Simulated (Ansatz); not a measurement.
**Formation energy and levels of the self-interstitial Cl_i (8-fold void) in NaCl (Fm-3m)**

Wanted: the transition levels of a self-interstitial in NaCl (Fm-3m), from a cell of 54 host atoms with 1 Cl put in.

Calculated with Ansatz 0.2.0; place-levels on PBEsol runs: charge-transition levels and formation energies with image-charge correction and potential alignment at the atomic sites; PAW set soft_1.

### Step 1. The starting structure

The cell holds 55 atoms: 27 Na and 28 Cl. Cell: a = 11.883 Å, b = 11.883 Å, c = 11.883 Å, α = 60.0°, β = 60.0°, γ = 60.0°. It derives from NaCl (space group Fm-3m). Nearest the centre at fractional (0.250, 0.250, 0.917): Cl55 at 0.00 Å, Na25 at 2.43 Å, Cl2 at 2.43 Å, Na19 at 2.43 Å, Na7 at 2.43 Å, Cl12 at 2.43 Å, Cl24 at 2.43 Å, Na29 at 2.43 Å.

Coordinates:

```xyz
55
Lattice="0.0000 8.4029 8.4029 8.4029 0.0000 8.4029 8.4029 8.4029 0.0000" Properties=species:S:1:pos:R:3 pbc="T T T"
Na    0.0000    0.0000    0.0000
Cl    2.8010    2.8010    2.8010
Na    2.8010    2.8010    0.0000
Cl    5.6019    5.6019    2.8010
Na    5.6019    5.6019    0.0000
Cl    8.4029    8.4029    2.8010
Na    2.8010    0.0000    2.8010
Cl    5.6019    2.8010    5.6019
Na    5.6019    2.8010    2.8010
Cl    8.4029    5.6019    5.6019
Na    8.4029    5.6019    2.8010
Cl   11.2038    8.4029    5.6019
Na    5.6019    0.0000    5.6019
Cl    8.4029    2.8010    8.4029
Na    8.4029    2.8010    5.6019
Cl   11.2038    5.6019    8.4029
Na   11.2038    5.6019    5.6019
Cl   14.0048    8.4029    8.4029
Na    0.0000    2.8010    2.8010
Cl    2.8010    5.6019    5.6019
Na    2.8010    5.6019    2.8010
Cl    5.6019    8.4029    5.6019
Na    5.6019    8.4029    2.8010
Cl    8.4029   11.2038    5.6019
Na    2.8010    2.8010    5.6019
Cl    5.6019    5.6019    8.4029
Na    5.6019    5.6019    5.6019
Cl    8.4029    8.4029    8.4029
Na    8.4029    8.4029    5.6019
Cl   11.2038   11.2038    8.4029
Na    5.6019    2.8010    8.4029
Cl    8.4029    5.6019   11.2038
Na    8.4029    5.6019    8.4029
Cl   11.2038    8.4029   11.2038
Na   11.2038    8.4029    8.4029
Cl   14.0048   11.2038   11.2038
Na    0.0000    5.6019    5.6019
Cl    2.8010    8.4029    8.4029
Na    2.8010    8.4029    5.6019
Cl    5.6019   11.2038    8.4029
Na    5.6019   11.2038    5.6019
Cl    8.4029   14.0048    8.4029
Na    2.8010    5.6019    8.4029
Cl    5.6019    8.4029   11.2038
Na    5.6019    8.4029    8.4029
Cl    8.4029   11.2038   11.2038
Na    8.4029   11.2038    8.4029
Cl   11.2038   14.0048   11.2038
Na    5.6019    5.6019   11.2038
Cl    8.4029    8.4029   14.0048
Na    8.4029    8.4029   11.2038
Cl   11.2038   11.2038   14.0048
Na   11.2038   11.2038   11.2038
Cl   14.0048   14.0048   14.0048
Cl    9.8034    9.8034    4.2014
```

Known beforehand: the electronic dielectric constant, 2.56, and the static one, 6.02, from a response run on this crystal (DFPT, PBEsol) at that run's own cell.

The cell's shortest repeat is 11.9 Å.

### Step 2. Charge states

Levels follow from differences of total energies between charge states, each relaxed by itself.

Each atom starts 0.05 Å or so off its site in a random direction: a symmetric start keeps its symmetry, and would miss off-centre moves and Jahn–Teller distortions. Forces are taken at one point at (¼, ¼, ¼). The cell holds 1 electron more than the neutral one, with a uniform background that keeps it neutral on the whole.

The sampling was tested on the host first: at the k-points planned (1x1x1 shifted 0.25 0.25 0.25) its energy lies 0.005 eV an atom from the dense-mesh value, under the bound of 0.02 eV set for this test; that bounds the host's error, not the defect's.

One of the inputs; charge, spin and start change from state to state.

Input file qm1.relax/input.yaml:

```yaml
crystal:
  lattice:
    - [0.0, 2.80096063, 2.80096063]
    - [2.80096063, 0.0, 2.80096063]
    - [2.80096063, 2.80096063, 0.0]
  atoms:
    - { symbol: Na, position: [0.0, 0.0, 0.0] }
    - { symbol: Cl, position: [0.5, 0.5, 0.5] }
  supercell: [3, 3, 3]
  defects: [{ interstitial: { symbol: Cl, position: [0.25, 0.25, 0.916667] } }]
total_charge: -1
basis:
  ecutwfc: 420
  xc_grid: 2
hamiltonian:
  xc: pbesol
  pseudopotentials: { kind: paw, azcp: { folder: soft_1 }, xc_functional: pbe }
kpoints:
  mp_grid: { grid: [1, 1, 1], shift: [0.25, 0.25, 0.25] }
scf:
  occupations: { method: fixed }
  max_iter: 100
output:
  forces: true
  charged_corrections: { epsilon: 2.56, static_epsilon: 6.02 }
relax:
  f_tol: 0.02
  max_steps: 80
  random_displacement: { amplitude: 0.05, seed: 4922 }
checkpoint:
  write: "../qm1.relax.run"
  compress: false
  write_wavefunctions: true
  write_every: 100000
```

Run with:

```sh
$ ansatz run input.yaml --threads 4 --pin off --max-ram 7536MiB --backend cpu --events-out ev --progress --plain --runs-dir out
```

Defect states can disperse in a cell of this size, so the energy is taken again at a 2×2×2 shifted mesh, on the relaxed structure.

The run of this state that the levels use, under PBEsol:

Input file qm1.point/input.yaml:

```yaml
crystal:
  checkpoint: "../qm1.relax.run"
  host: checkpoint
total_charge: -1
basis:
  ecutwfc: 420
  xc_grid: 2
hamiltonian:
  xc: pbesol
  pseudopotentials: { kind: paw, azcp: { folder: soft_1 }, xc_functional: pbe }
kpoints:
  mp_grid: { grid: [2, 2, 2], shift: [0.5, 0.5, 0.5] }
scf:
  occupations: { method: fermi_dirac, width: 0.01 }
  max_iter: 100
output:
  forces: true
  eigenvalues: true
  charged_corrections:
    epsilon: 2.56
    static_epsilon: 6.02
    defect_position: [0.25, 0.25, 0.916667]
  eigenstates: { localisation: true }
  populations: true
  band_densities: [{ bands: [v1, v1] }, { bands: [c1, c1] }]
  write_density: true
  write_potential: true
  volumetric_format: npy
  elf: true
checkpoint:
  read: "../qm1.relax.run"
  write: "../qm1.point.run"
  compress: false
  write_wavefunctions: false
  write_every: 100000
```

Relaxations under PBEsol at one point at (¼, ¼, ¼); times on 4 threads of Intel Xeon 6975P-C (Granite Rapids), shared host:

| charge | moment (μB) | occupations | outcome | steps | largest displacement against the far atoms (Å) | time |
| --- | --- | --- | --- | --- | --- | --- |
| −1 | 0 | fixed | converged | 6 | 0.58 | 32 s |
| 0 | 1 | fixed | converged | 16 | 1.59 | 2.9 min |
| +1 | 0 | fixed | not converged | - | - | 33 s |
| +1 | 0 | fermi-dirac | converged | 21 | 1.40 | 2 min |
| +1 | 2 | fixed | converged | 11 | 0.81 | 2.3 min |

Single points under PBEsol at a 2×2×2 shifted mesh; times on 4 threads of Intel Xeon 6975P-C (Granite Rapids), shared host:

| charge | moment (μB) | occupations | outcome | time |
| --- | --- | --- | --- | --- |
| −1 | 0 | fermi-dirac | converged | 34 s |
| 0 | 1 | fermi-dirac | converged | 77 s |
| +1 | 0 | fermi-dirac | converged | 42 s |
| +1 | 2 | fermi-dirac | converged | 72 s |

Distances (Å) from Cl55 to the nearest atoms after relaxation with PBEsol:

| charge | moment (μB) | 1. | 2. | 3. | 4. | 5. | 6. |
| --- | --- | --- | --- | --- | --- | --- | --- |
| −1 | 0 | Na 2.51 | Na 2.51 | Na 2.51 | Na 2.51 | Cl 3.00 | Cl 3.00 |
| 0 | 1 | Na 2.51 | Na 2.51 | Cl 2.58 | Na 2.89 | Na 2.90 | Cl 2.96 |
| +1 | 0 | Cl 2.27 | Cl 2.28 | Na 2.58 | Na 2.58 | Cl 3.43 | Cl 3.43 |
| +1 | 2 | Na 2.53 | Cl 2.64 | Cl 2.66 | Cl 2.66 | Na 2.87 | Na 2.91 |

### Step 3. Placing the levels, PBEsol

A charged cell interacts with its images and the background, and its potential has another zero than the host's. place-levels removes the first by a point-charge model, screened by the static dielectric constant since the ions have relaxed around the charge, and the second by comparing potentials at atoms far from the defect.

The host is a run of the defect-free crystal in the same cutoffs, grids and k-points, so that basis and sampling errors cancel in part in the differences. Its band edges come from a run of the primitive cell that searches the zone for them. Chemical potentials are energies per atom of Cl (Cl2 molecule), run with the same functional and cutoff.

Input file levels.point.yaml:

```yaml
host:
  run: host.point.run
  levels_from: { run: edges.point.run }
states: [qm1.point.run, q0_M1.point.run, qp1.point.run, qp1_M2.point.run]
geometry_from:
  qm1.point.run: qm1.relax.run
  q0_M1.point.run: q0_M1.relax.run
  qp1.point.run: qp1.relax_smeared.run
  qp1_M2.point.run: qp1_M2.relax.run
chemical_potentials:
  Cl:
    energy: -1060.712045
    dataset: "<sha256 of the dataset>"
epsilon: 2.56
static_epsilon: 6.02
vertical:
  - { from: qm1.point.run, to: qm1.point_neutral.run }
  - { from: qp1.point.run, to: qp1.point_neutral.run }
  - { from: qp1_M2.point.run, to: qp1_M2.point_neutral.run }
```

Run with:

```sh
$ ansatz place-levels levels.point.yaml -- --threads 4 --pin off --max-ram 7536MiB
```

Numbers of over 12 decimals in the logs are rounded to 6 here.

The log of the run:

```text
[... repeated set-up lines and file paths are left out, and long positions are rounded to six places ...]
(+1/0) 1.476 eV above the valence edge, 3.537 eV under the conduction edge
(0/-1) 2.279 eV above the valence edge, 2.733 eV under the conduction edge
formation energy of charge +1: +0.285 eV with the Fermi level at the valence edge
formation energy of charge 0: +1.760 eV with the Fermi level at the valence edge
formation energy of charge -1: +4.040 eV with the Fermi level at the valence edge
vertical -1 to 0: no energy, since no alignment is typed
  the change from vertical[0].from (qm1.point.run) to vertical[0].to (qm1.point_neutral.run): by its potential at epsilon 2.56 it stands at 0.187 0.189 0.854, with an rms radius of about 2.4 Å (1.4 1.4 1.4 Å across the planes of the cell's vectors); [...]
vertical +1 to 0: no energy, since no alignment is typed
  the change from vertical[1].from (qp1.point.run) to vertical[1].to (qp1.point_neutral.run): by its potential at epsilon 2.56 it stands at 0.335 0.168 0.995, with an rms radius of about 2.9 Å (2.0 0.0 2.0 Å across the planes of the cell's vectors); [...]
vertical +1 to 0: no energy, since no alignment is typed
  the change from vertical[2].from (qp1_M2.point.run) to vertical[2].to (qp1_M2.point_neutral.run): by its potential at epsilon 2.56 it stands at 0.213 0.215 0.836, with an rms radius of about 2.2 Å (1.6 1.6 0.0 Å across the planes of the cell's vectors); [...]
  edges by pbesol of host.levels_from (edges.point.run), its mesh sampled to repeats of 35.65 Å (the valence edge +0.020 eV and the conduction edge -0.243 eV from those of the host's own run), gap 5.013 eV; the host is sampled to repeats of 23.77 Å
  the defect's cells are sampled to repeats of 23.77 Å, like sampling
  charge +1: -69649.3400 eV with its correction of +0.505 eV, at epsilon 6.02, aligned at sites: +0.1784 eV, mean over 22 atomic sites at or beyond 5.94 Å from the defect at [0.2500, 0.2500, 0.9167], with +0.000000 for the charge's moments and without [...]
  charge 0: +0.000 eV for its dipole among its images, +0.000 omitted
  charge -1: -69643.2989 eV with its correction of +0.193 eV, at epsilon 6.02, aligned at sites: +0.1338 eV, mean over 22 atomic sites at or beyond 5.94 Å from the defect at [0.2500, 0.2500, 0.9167], with +0.000000 for the charge's moments and without [...]
  charge +1: states[3] (qp1_M2.point.run) stands 1.350 eV higher, with a moment of 2.00 μB against 0.00
  of states[2] (qp1.point.run): it parts from the run at its places by a charge that spreads by about 2 Å along one vector (1.7 Å or more is wide), by its potential at epsilon 2.56, taken for that of held ions (one typed too small widens it), where the cell [...]
  of states[1] (q0_M1.point.run): its alignment with the host at atomic sites is doubtful: a part of the defect, Cl at [0.6087, 0.0553, 0.8348], stands 3.57 Å off the defect's place or the host's site by it, at or past 3.55 Å (0.6 of the 5.94 Å from which on [...]
  of states[0] (qm1.point.run): its alignment with the host at atomic sites is doubtful: the mean over the far sites moves by +0.1972 eV from their farther parts to their nearer, more than 0.05 eV. [...]
  of states[3] (qp1_M2.point.run): its displacements don't fall off away from the defect: farther atoms stand 0.048 Å off the host's places. [...]
  of vertical[0].from (qm1.point.run): its displacements don't fall off away from the defect: farther atoms stand 0.042 Å off the host's places. [...]
  vertical[0].to (qm1.point_neutral.run): levels filled in part (TS 0.010 eV): its energy is of no whole electron's
  of vertical[0].to (qm1.point_neutral.run): its displacements don't fall off away from the defect: farther atoms stand 0.042 Å off the host's places. [...]
  of vertical[1].from (qp1.point.run): its displacements don't fall off away from the defect: farther atoms stand 0.044 Å off the host's places. [...]
  of vertical[1].to (qp1.point_neutral.run): its displacements don't fall off away from the defect: farther atoms stand 0.044 Å off the host's places. [...]
  of vertical[2].from (qp1_M2.point.run): its displacements don't fall off away from the defect: farther atoms stand 0.048 Å off the host's places. [...]
  vertical[2].to (qp1_M2.point_neutral.run): levels filled in part (TS 0.002 eV): its energy is of no whole electron's
  of vertical[2].to (qp1_M2.point_neutral.run): its displacements don't fall off away from the defect: farther atoms stand 0.048 Å off the host's places. [...]
```

Run time: 0.43 s. Hardware: 4 threads of Intel Xeon 6975P-C (Granite Rapids), shared host.

Under PBEsol the gap is 5.01 eV, (+1/0) 1.48, (0/−1) 2.28 eV.

Levels between the charges placed, in eV above the valence top:

|  | gap (eV) | (+1/0) | (0/−1) |
| --- | --- | --- | --- |
| PBEsol | 5.01 | 1.48 | 2.28 |

Corrections by state:

| charge | moment (μB) | image terms and alignment (eV) | band filling (eV) | ε used | over the lowest of its charge, as the program ranks them, band filling apart (eV) |
| --- | --- | --- | --- | --- | --- |
| +1 | 0.0 | 0.505 | - | 6.02 | 0.000 |
| 0 | 1.0 | 0.000 | - | - | 0.000 |
| −1 | 0.0 | 0.193 | - | 6.02 | 0.000 |
| +1 | 2.0 | 0.477 | - | 6.02 | 1.350 |

The charged structures listed were also run neutral, and place-levels reads from each pair, by the potential or the spins, how wide the charge is by which they differ; that can be the carrier of either run.

| charge | rms radius (Å) | spread where it is widest against the cell (Å) | wide from (Å) | reading |
| --- | --- | --- | --- | --- |
| +1 | 2.9 | 2.05 | 1.68 | wide |
| −1 | 2.4 | 1.41 | 1.68 | narrow |

The neutral runs of these pairs need not share the spin of the lowest neutral state, and very wide values only mean spread over the cell.

From the program's caveats on the states, each cut to its opening words:

- charge +1: it parts from the run at its places by a charge that spreads by about 2 Å along one vector (1.7 Å or more is wide), by its potential at epsilon 2.56, taken for [...]
- charge +1: its displacements don't fall off away from the defect: farther atoms stand 0.044 Å off the host's places
- charge 0 (1 μB): its alignment with the host at atomic sites is doubtful: a part of the defect, Cl at [0.6087, 0.0553, 0.8348], stands 3.57 Å off the defect's place or the [...]
- charge 0 (1 μB): its alignment with the host at atomic sites is doubtful: the mean over the far sites moves by +0.0607 eV from their farther parts to their nearer, more than [...]
- charge 0 (1 μB): its displacements don't fall off away from the defect: farther atoms stand 0.083 Å off the host's places
- charge −1: its alignment with the host at atomic sites is doubtful: the mean over the far sites moves by +0.1972 eV from their farther parts to their nearer, more than [...]
- charge −1: its displacements don't fall off away from the defect: farther atoms stand 0.042 Å off the host's places
- charge +1 (2 μB): its displacements don't fall off away from the defect: farther atoms stand 0.048 Å off the host's places

The host's formation energy from the elements is -1.854 eV per atom; it sets how far the chemical potentials can move.

Limit set by the element alone; other compounds of these elements are not counted. Chemical potentials from the elements' reference states: Cl 0.00 eV, Na -3.71 eV. Formation energy by charge state (Cl-rich; gap 5.01 eV):

| charge | at valence top (eV) | at conduction bottom (eV) | correction included (eV) |
| --- | --- | --- | --- |
| +1 | 0.28 | 5.30 | 0.50 |
| 0 | 1.76 | 1.76 | 0.00 |
| −1 | 4.04 | -0.97 | 0.19 |

```json
{"Fermi level (eV)": "0.00", "lowest formation energy (eV)": "0.28"}
{"Fermi level (eV)": "0.46", "lowest formation energy (eV)": "0.74"}
{"Fermi level (eV)": "0.91", "lowest formation energy (eV)": "1.20"}
{"Fermi level (eV)": "1.37", "lowest formation energy (eV)": "1.65"}
{"Fermi level (eV)": "1.82", "lowest formation energy (eV)": "1.76"}
{"Fermi level (eV)": "2.28", "lowest formation energy (eV)": "1.76"}
{"Fermi level (eV)": "2.74", "lowest formation energy (eV)": "1.30"}
{"Fermi level (eV)": "3.19", "lowest formation energy (eV)": "0.85"}
{"Fermi level (eV)": "3.65", "lowest formation energy (eV)": "0.39"}
{"Fermi level (eV)": "4.10", "lowest formation energy (eV)": "-0.06"}
{"Fermi level (eV)": "4.56", "lowest formation energy (eV)": "-0.52"}
{"Fermi level (eV)": "5.01", "lowest formation energy (eV)": "-0.97"}
```

Limit set by the element alone; other compounds of these elements are not counted. Chemical potentials from the elements' reference states: Na 0.00 eV, Cl -3.71 eV. Formation energy by charge state (Na-rich; gap 5.01 eV):

| charge | at valence top (eV) | at conduction bottom (eV) | correction included (eV) |
| --- | --- | --- | --- |
| +1 | 3.99 | 9.00 | 0.50 |
| 0 | 5.47 | 5.47 | 0.00 |
| −1 | 7.75 | 2.73 | 0.19 |

```tsv
Fermi level (eV)	lowest formation energy (eV)
0.00	3.99
0.46	4.45
0.91	4.90
1.37	5.36
1.82	5.47
2.28	5.47
2.74	5.01
3.19	4.56
3.65	4.10
4.10	3.64
4.56	3.19
5.01	2.73
```

### Step 4. place-levels, r2SCAN

r2SCAN on the same structure is run to see how far the result rests on the functional, though not on the errors that semilocal functionals share; the sampling changes too, to one point at (¼, ¼, ¼), so differences hold both changes.

Input file qm1.r2scan/input.yaml:

```yaml
crystal:
  checkpoint: "../qm1.relax.run"
  host: checkpoint
total_charge: -1
basis:
  ecutwfc: 500
  xc_grid: 2
hamiltonian:
  xc: r2scan
  pseudopotentials: { kind: paw, azcp: { folder: soft_1 } }
kpoints:
  mp_grid: { grid: [1, 1, 1], shift: [0.25, 0.25, 0.25] }
scf:
  occupations: { method: fermi_dirac, width: 0.01 }
  max_iter: 100
output:
  forces: true
  eigenvalues: true
  charged_corrections:
    epsilon: 2.56
    static_epsilon: 6.02
    defect_position: [0.25, 0.25, 0.916667]
  eigenstates: { localisation: true }
  populations: true
  band_densities: [{ bands: [v1, v1] }, { bands: [c1, c1] }]
  write_density: true
  write_potential: true
  volumetric_format: npy
checkpoint:
  write: "../qm1.r2scan.run"
  compress: false
  write_wavefunctions: false
  write_every: 100000
```

Run time: 19 s. Hardware: 4 threads; peak memory 2.7 GiB; 73 s of CPU time.

Input file levels.r2scan.yaml:

```yaml
host:
  run: host.r2scan.run
states: [qm1.r2scan.run, q0_M1.r2scan.run, qp1.r2scan.run, qp1_M2.r2scan.run]
geometry_from:
  qm1.r2scan.run: qm1.relax.run
  q0_M1.r2scan.run: q0_M1.relax.run
  qp1.r2scan.run: qp1.relax_smeared.run
  qp1_M2.r2scan.run: qp1_M2.relax.run
chemical_potentials:
  Cl:
    energy: -1083.515636
    dataset: "<sha256 of the dataset>"
```

Run with:

```sh
$ ansatz place-levels levels.r2scan.yaml -- --threads 4 --pin off --max-ram 7536MiB
```

The log of the run:

```text
(+1/0) 1.472 eV above the valence edge, 4.506 eV under the conduction edge
(0/-1) 2.623 eV above the valence edge, 3.356 eV under the conduction edge
formation energy of charge +1: +0.376 eV with the Fermi level at the valence edge
formation energy of charge 0: +1.848 eV with the Fermi level at the valence edge
formation energy of charge -1: +4.471 eV with the Fermi level at the valence edge
  edges by r2scan, gap 5.978 eV; the host is sampled to repeats of 11.88 Å
[... the lines on each state left out ...]
```

The job ended after 0.2 s (4 threads).

Under r2SCAN the gap is 5.98 eV, (+1/0) 1.47, (0/−1) 2.62 eV; the stage before (PBEsol, at other k-points) gave a gap of 5.01 eV and levels within 0.34 eV of these.

### Step 5. The ladder

Levels between neighbouring charges, in eV above each run's own valence top:

|  | gap (eV) | (+1/0) | (0/−1) | CPU time a state at this stage (restarts are quicker than cold starts) |
| --- | --- | --- | --- | --- |
| PBEsol, 2×2×2 shifted mesh | 5.01 | 1.48 | 2.28 | 3.6 min |
| r2SCAN on PBEsol structures, (¼, ¼, ¼) | 5.98 | 1.47 | 2.62 | 2.6 min |

### Step 6. What came out

```yaml
gap_of_the_host: 5.01 eV (PBEsol)
level_plus_1_over_0: 1.48 eV above the valence top
level_0_minus_1: 2.28 eV above the valence top
lowest_of_the_charges_placed_just_above_the_valence_top_0p02_ev: +1
lowest_of_the_charges_placed_just_below_the_conduction_bottom_0p02_ev: −1
lowest_formation_energy_at_mid_gap_of_the_charges_run_cl_rich: 1.53 eV
lowest_formation_energy_at_mid_gap_of_the_charges_run_na_rich: 5.24 eV
```

In words: Of the charges placed (−1, 0 and +1), the lowest changes at 1.48 eV (+1/0) and 2.28 eV (0/−1) above the valence top, in a gap of 5.01 eV. Charges above +1 and below −1 were not placed, so these runs say nothing of levels that involve them. States placed: +1 at 0 μB and 2 μB; 0 at 1 μB; −1 at 0 μB. Other spin states or structures, where not listed, weren't placed. At charge 0 and +1 the atom put in ends up to 1.5 Å from its starting place, so the name tells the start alone and the levels can join different sites. The program doubts the alignment of potentials for at least one state, a sign that the cell is small. What this leaves open: PBEsol makes the gap too small and tends to spread out bound carriers; where a gas molecule sets a chemical potential or the host's formation energy, its binding is uncorrected; force components of up to 0.17 eV/Å remain in a run at the final settings.

[Logs are printed without paths, hosts, clocks, repeated set-up lines and the standing remarks that a program may print on its own settings, such as how far it seeks lower states.]

[Hosts, paths, dates, database ids (printed as entryN), source tags and the programs' standing remarks are cut or masked in the printed files.]

[Where a table of states has a column of steps, it counts the stored structures, which are thinned; the runs took as many ionic steps or more.]

[A defect's name tells the site on which it was built; relaxed atoms can leave that site.]

[For some hosts the program warned that the k-mesh of the response run may be too coarse for force constants and the static dielectric constant; such warnings are not shown here.]
